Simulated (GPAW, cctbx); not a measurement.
# Zn3W: deformation density and structure factors from DFT

Aim: compute the bonding part of the density of Zn3W, find which reflections carry it, and see how it biases an ordinary refinement.

The start was made by putting kin elements into a known structure type; the compound need not exist, or be stable, in this form. All numbers below are calculated.

## Step 1: Find the equilibrium geometry

The density hangs on the geometry, so cell and atoms are relaxed first, with the symmetry held. The cutoff is set higher than for the density because stress converges slowly with plane waves.

Settings: GPAW 26.7.0, PBE, 570 eV, 5×5×5 k-points, Fermi–Dirac width 0.1 eV, BFGS to 0.03 eV/Å.

```text
cell
1.0
     4.087000000    0.000000000    0.000000000
     0.000000000    4.087000000    0.000000000
    -2.043500000   -2.043500000    4.273000000
W Zn
1 3
Direct
0.000000000 0.000000000 0.000000000
0.500000000 0.500000000 0.000000000
0.750000000 0.250000000 0.500000000
0.250000000 0.750000000 0.500000000
```

```console
$ OMP_NUM_THREADS=1 mpirun -n 4 gpaw python run.py > gpaw.log
```

```text
BFGS:    0      -12.931193        2.001671
BFGS:    1      -13.073192        1.857630
BFGS:    2      -13.605728        0.924860
BFGS:    3      -13.711217        0.512790
...
BFGS:    6      -13.747805        0.281835
BFGS:    7      -13.755271        0.143777
BFGS:    8      -13.758507        0.008854
cell  3.7305 3.7305 5.0003  111.90 111.90 90.00
volume 59.117 A^3, largest force 0.000 eV/A, largest stress 0.10 GPa
```

The cell moved far, while the k-mesh and basis were chosen for the start, so the final shape may be somewhat biased.

After 8 steps the volume has changed by -17.2 % and the energy by -0.827 eV; the largest stress left is 0.10 GPa. It took 88 s on 4 cores of Intel(R) Xeon(R) Platinum 8488C (Sapphire Rapids) (shared host), peak memory 0.96 GiB.

Relaxed structure: I4/mmm (no. 139), a = 3.7305 Å, b = 3.7305 Å, c = 8.4957 Å, α = 90.00°, β = 90.00°, γ = 90.00°.

```csv
atom,mult.,x,y,z
W1,2,0,0,0
Zn1,2,1/2,1/2,0
Zn2,4,1/2,0,1/4
```

## Step 2: The all-electron density

X-rays see the whole electron density, so the PAW density is rebuilt with its core regions. Subtracting spherical free atoms from the same code cancels the cores and leaves the deformation density Δρ, the part due to bonding.

Settings: PBE, 450 eV, 7×7×7 k-points, Fermi–Dirac width 0.1 eV; primitive cell of 4 atoms.

```console
$ OMP_NUM_THREADS=1 mpirun -n 4 gpaw python run.py > gpaw.log
```

```text
|iter:   1|       0s |  -14.435356 | +0.24 |       |
|iter:   2|       1s |  -14.188234 | -1.91 | -1.33 |
|iter:   3|       2s |  -13.703176 | -1.44 | -1.39 |
...
|iter:   9|       9s |  -13.680883c| -6.72 | -4.26c|
|iter:  10|      10s |  -13.680883c| -6.89 | -4.53c|
|iter:  11|      11s |  -13.680883c| -7.95c| -4.93c|
```

```text
gpts.py:43: UserWarning: Initial realspace grid (20,20,25) inconsistent with symmetries.
gpts.py:43: UserWarning: Initial realspace grid (20,20,25) inconsistent with symmetries.
gpts.py:43: UserWarning: Initial realspace grid (20,20,25) inconsistent with symmetries.
gpts.py:43: UserWarning: Initial realspace grid (20,20,25) inconsistent with symmetries.
gpts.py:70: UserWarning: Using symmetrized grid: (25,25,25).
gpts.py:70: UserWarning: Using symmetrized grid: (25,25,25).
gpts.py:70: UserWarning: Using symmetrized grid: (25,25,25).
gpts.py:70: UserWarning: Using symmetrized grid: (25,25,25).
grid (50, 50, 50)  electrons 164.000  moved by bonding 0.824 e
deformation density beyond 0.5 A of the nuclei: max 0.130, min -0.141 e/A^3
atom        x       y       z   Voronoi charge  moment
W 1    0.0000  0.0000  0.0000     -0.045       0.00
Zn2    0.5000  0.5000  0.0000     -0.021       0.00
Zn3    0.7500  0.2500  0.5000      0.033       0.00
Zn4    0.2500  0.7500  0.5000      0.033       0.00
mean inner potential of superposed free atoms 24.119 V
total magnetic moment 0.000 muB
```

Deformation density in a plane through the shortest contact of the W atom at the origin, in 0.01 e/Å³ (clipped at ±99); x from -1.6 to 4.2 Å, y from 2.4 down to -2.4 Å:

```text
  1   4  -2  -9   .   .  -4   4   2   2   .   .  -3   1   3   3
 -1   3   1  -4  -8  -5   0   3   0  -9  -4  12  -8  -7   1   3
  1   4   3   3   3   3   3   4   2  -1   0   3  -1   0   3   4
  4   3   2   2   4   3   1   3   4   3   4   5   4   3   4   3
  3   2  -5  -6   7  -3  -6   1   3   2  -2  -3  -1   3   3  -1
  3   2  -4  -8   .  -7  -5   1   4  -3  -7   .  -7  -1   4  -1
  3   4   6   .   .   .  10   4   4  -5   .   .   .  -2   5   3
  3   2  -4  -8   .  -7  -5   1   4  -3  -7   .  -7  -1   4  -1
  3   2  -5  -6   7  -3  -6   1   3   2  -2  -3  -1   3   3  -1
  4   3   2   2   4   3   1   3   4   3   4   5   4   3   4   3
  1   4   3   3   3   3   3   4   2  -1   0   3  -1   0   3   4
 -1   3   1  -4  -8  -5   0   3   0  -9  -4  12  -8  -7   1   3
  1   4  -2  -9   .   .  -4   4   2   2   .   .  -3   1   3   3
```

Atoms in or within 0.15 Å of the plane: W (0.0, 0.0), Zn (2.6, 0.0) Å. Dots mark points within about 0.45 Å of a nucleus; large values next to them are atomic features.

W gains most (-0.04 e) and Zn loses most (+0.01 e), in averages over each element's sites, as electronegativity suggests. Along the shortest contact from the W atom at the map's origin, W–Zn at 2.64 Å, Δρ is +0.05 e/Å³ at the midpoint and highest, +0.13, 0.64 Å from W (points within 0.5 Å of a nucleus left out): little piles up between the atoms, as is usual in a metallic crystal, which this run finds. At the midpoints of other shortest contacts it is +0.01 (Zn–Zn, 2.64 Å) e/Å³. Point values carry grid noise of about 0.01 e/Å³. The run needed 11 iterations, 23 s.

## Step 3: From the density to structure factors

The Fourier components of Δρ, added to those of the free atoms, give the static X-ray structure factors; the Mott–Bethe relation turns them into the Fourier components V of the potential that fast electrons feel.

```text
static structure factors of the conventional cell: F in electrons, V (Mott-Bethe) in volts
   h  k  l      d  |F| table  |F| free   |F| DFT   change   |V| free  |V| DFT  change %
   0  0  2  4.2478    82.471    82.382    82.794    0.411     3.930    3.642     -7.3
   1  0  1  3.4157    80.332    80.284    80.500    0.217     3.490    3.392     -2.8
   1  1  0  2.6379    77.165    77.173    77.114   -0.059     2.921    2.936      0.5
   1  0  3  2.2556    74.910    74.934    74.700   -0.234     2.577    2.623      1.8
   1  1  2  2.2409   262.373   261.558   260.682   -0.876    12.935   13.106      1.3
   0  0  4  2.1239   258.016   257.098   256.146   -0.952    12.400   12.566      1.3
   2  0  0  1.8652   246.563   245.483   244.890   -0.594    11.130   11.210      0.7
   2  0  2  1.7079    70.164    70.197    70.195   -0.002     2.013    2.013      0.0
   1  1  4  1.6543    69.552    69.587    69.634    0.047     1.954    1.949     -0.3
   2  1  1  1.6371    69.347    69.383    69.619    0.236     1.934    1.910     -1.3
   1  0  5  1.5463    68.203    68.247    68.317    0.071     1.831    1.824     -0.4
   2  1  3  1.4374    66.673    66.726    66.840    0.114     1.704    1.695     -0.5
   0  0  6  1.4159    66.348    66.404    66.488    0.085     1.679    1.672     -0.4
   2  0  4  1.4015   216.539   215.755   215.699   -0.056     8.547    8.552      0.0
```

The largest X-ray change is -0.95 e on 004, 0.4 % of |F|. For electrons V goes as (Z − F)/g², so a change of F counts against Z − F, which is small at low angle and wherever the atoms' terms cancel: |V| of 002 moves by -7.3 % (3.93 to 3.64 V) against +0.5 % in |F|. The tabulated Hartree–Fock atoms differ from the free DFT atoms by up to 1.08 e, so the choice of reference atom matters too.

## Step 4: Which functional?

The same geometry is run with other functionals, to see whether the bonding signal is larger than the spread between approximations. Free atoms are LDA for LDA and PBE otherwise; meta-GGAs and hybrids keep PBE cores. Any other changed setting is in the row's label.

| run | ΔF 004 (e) | ΔF 112 (e) | ΔF 200 (e) | q(W) (e) | moved (e) | time |
| --- | --- | --- | --- | --- | --- | --- |
| PBE | -0.952 | -0.876 | -0.594 | -0.045 | 0.824 | 23 s |
| LDA | -0.932 | -0.853 | -0.621 | -0.045 | 0.793 | 17 s |
| r2SCAN | -0.860 | -0.759 | -0.461 | -0.038 | 0.875 | 33 s |

At the base's settings ΔF(004) spans -0.952 to -0.860 e, a spread of 10 % of the PBE value; over the three listed reflections the spread is at most 27 %, so the sign holds and the size hangs on the functional. Times are from shared hosts.

## Step 5: Refining ordinary atoms against data with bonding

Routine crystallography fits spherical atoms. To see the bias, intensities are simulated from tabulated atoms plus the DFT change ΔF, so that bonding alone can misfit (1984 reflections of the full sphere, merged to the counts below, to 0.5 Å, 1.5 % proportional noise plus counting noise, assumed isotropic U as listed, Δρ smeared by the mean U) and refined with cctbx over different ranges.

```csv
range,data,R1,GooF,U W1 (true 0.0064),U Zn1 (true 0.0091),U Zn2 (true 0.0091),largest shift (Å),"Δρ max, min (e/Å³)"
all data,177,0.0035,0.93,0.0064,0.0091,0.0092,0.0000,"0.27, -0.42"
"low resolution, d > 0.84",46,0.0034,1.01,0.0064,0.0091,0.0093,0.0000,"0.22, -0.24"
"high order, d < 0.75",117,0.0033,0.88,0.0064,0.0091,0.0091,0.0000,"0.21, -0.31"
"occupancies free, d > 0.7",73,0.0032,0.97,0.0064,0.0090,0.0091,0.0000,"0.27, -0.30"
```

With all data GooF is 0.93, so at this noise the bonding hardly shows; the top residual peak, near noise level, lies 1.35 Å from W and 1.41 Å from Zn, between them. No U is off by more than 3 s.u. at low resolution. Symmetry fixes every coordinate, so the shifts are zero by construction. With W1 held at 1 and the scale free, the other occupancies refine to Zn1 0.996(0.003) and Zn2 0.996(0.002), within three s.u. of full.

## Step 6: Answer

Bonding moves 0.82 e in the primitive cell of Zn3W and changes the structure factors of the conventional cell in the table above by at most 0.95 e (004, 0.4 %), and among reflections above 2 % of the strongest by up to 0.5 % (002). The shortest bond, W–Zn, has Δρ = +0.05 e/Å³ at its midpoint, with no localised bond charge. At the base's settings ΔF(004) spans -0.952 to -0.860 e, a spread of 10 % of the PBE value; over the three listed reflections the spread is at most 27 %, so the sign holds and the size hangs on the functional. With all data GooF is 0.93, so at this noise the bonding hardly shows. Limits: static density, frozen cores, no spin–orbit coupling.

[Outputs are excerpts: Python notices, other lines and further rows are left out; steps that failed or that the build refused (PBEsol, TPSS) are not shown.]

[Logs are printed without paths, hosts, clocks, repeated set-up lines and the standing remarks that a program may print on its own settings, such as how far it seeks lower states.]
